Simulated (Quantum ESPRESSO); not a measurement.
# Calculated records

```
! title: Fixed-spin-moment curve of FeCo
! method: PBE; plane waves with GBRV 1.5 PBE potentials, no spin-orbit coupling (and 1 further level or step)
! program: Quantum ESPRESSO 7.5
! settings of one run: GBRV 1.5 PBE, potential files Co: co_pbe_v1.2.uspp.F.UPF, Fe: fe_pbe_v1.5.uspp.F.UPF, cutoff 544.23 eV, 14×14×14 k-mesh, 26 bands, fermi-dirac occupations, smearing width 0.05 eV, collinear spin, SCF threshold 4.00e-9, starting moments 2.8 2 μB
! cost: 13 runs, 15 min in all on 4 MPI ranks of Intel Xeon at 2.70GHz, shared host (the runs of this entry)
! notes: The run is spin-polarised, with a total moment of 4.58 μB a cell (absolute 4.88). All runs start parallel; opposed orders may lie lower.
! moment of the free run: 4.58 μB a cell
! energy at zero total moment: 1315 meV a cell over the lowest
! ΔE/ΔM² from the lowest point to 5.06 and to 3.93 μB: 549 and 410 meV/μB²
CELL_PARAMETERS angstrom
2.85700 0.00000 0.00000
0.00000 2.85700 0.00000
0.00000 0.00000 2.85700
ATOMIC_POSITIONS crystal
Fe 0.00000 0.00000 0.00000
Co 0.50000 0.50000 0.50000
```

[Logs and program files are shortened in this print: banners, set-up blocks, solver, clock and traceback lines can be left out without a mark of their own.]

[Logs are printed without paths, hosts, clocks, repeated set-up lines and the standing remarks that a program may print on its own settings, such as how far it seeks lower states.]

[Hosts, paths, dates, database ids (printed as entryN), source tags and the programs' standing remarks are cut or masked in the printed files.]

[Where a cell is said to come from a database of computed structures, the database is the Materials Project.]
